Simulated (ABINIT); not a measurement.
An input for ABINIT 10.8.3 (SnO2 (Cassiterite)):

```
acell 3*1.0 Angstrom
rprim 
  4.738000000000 0.000000000000 0.000000000000
  0.000000000000 4.738000000000 0.000000000000
  0.000000000000 0.000000000000 3.186500000000
ntypat 2
znucl 50 8
natom 6
typat 1 1 2 2 2 2
xred 
  0.000000000000 0.000000000000 0.000000000000
  0.500000000000 0.500000000000 0.500000000000
  0.307100000000 0.307100000000 0.000000000000
  0.192900000000 0.807100000000 0.500000000000
  0.692900000000 0.692900000000 0.000000000000
  0.807100000000 0.192900000000 0.500000000000
pp_dirpath "pseudos"
pseudos "Sn.upf, O.upf"
ecut 42
nspinor 2
ngkpt 2 2 4
nshiftk 1
shiftk 0 0 0
kptopt 1
chksymbreak 0
iscf -2
irdden 1
istwfk *1
nband 136
nbdbuf 12
tolwfr 1e-09
nstep 60
prtvol 0
indata_prefix "in"
outdata_prefix "out"
tmpdata_prefix "tmp"
```

```sh
OMP_NUM_THREADS=1 mpirun -n 8 abinit run.abi > log
```

Question: Estimate wall time and host memory on 8 MPI ranks of Arm Neoverse V2, shared host.

It took 1.7 min; on shared hardware allow 51 s to 3.4 min. Peak host memory was 0.87 GiB.

[Paths, hosts, dates, memory and timing lines, banners, echoed tables and standing remarks are left out of the program output.]

[Logs are printed without paths, hosts, clocks, repeated set-up lines and the standing remarks that a program may print on its own settings, such as how far it seeks lower states.]

[Runs of the session that timed out or met a known fault of the program may be left out.]

[Hosts, paths, dates, database ids (printed as entryN), source tags and the programs' standing remarks are cut or masked in the printed files.]

[G0W0 gaps are taken among the corrected bands and points alone; a level outside them can change the order at an edge.]

[Where Ansatz stands beside ABINIT at settings called matched, ABINIT's density can come from a denser mesh and the files from another edition; pairs whose starting gaps differed by over 0.03 eV were left out, so agreement reads better than it is.]
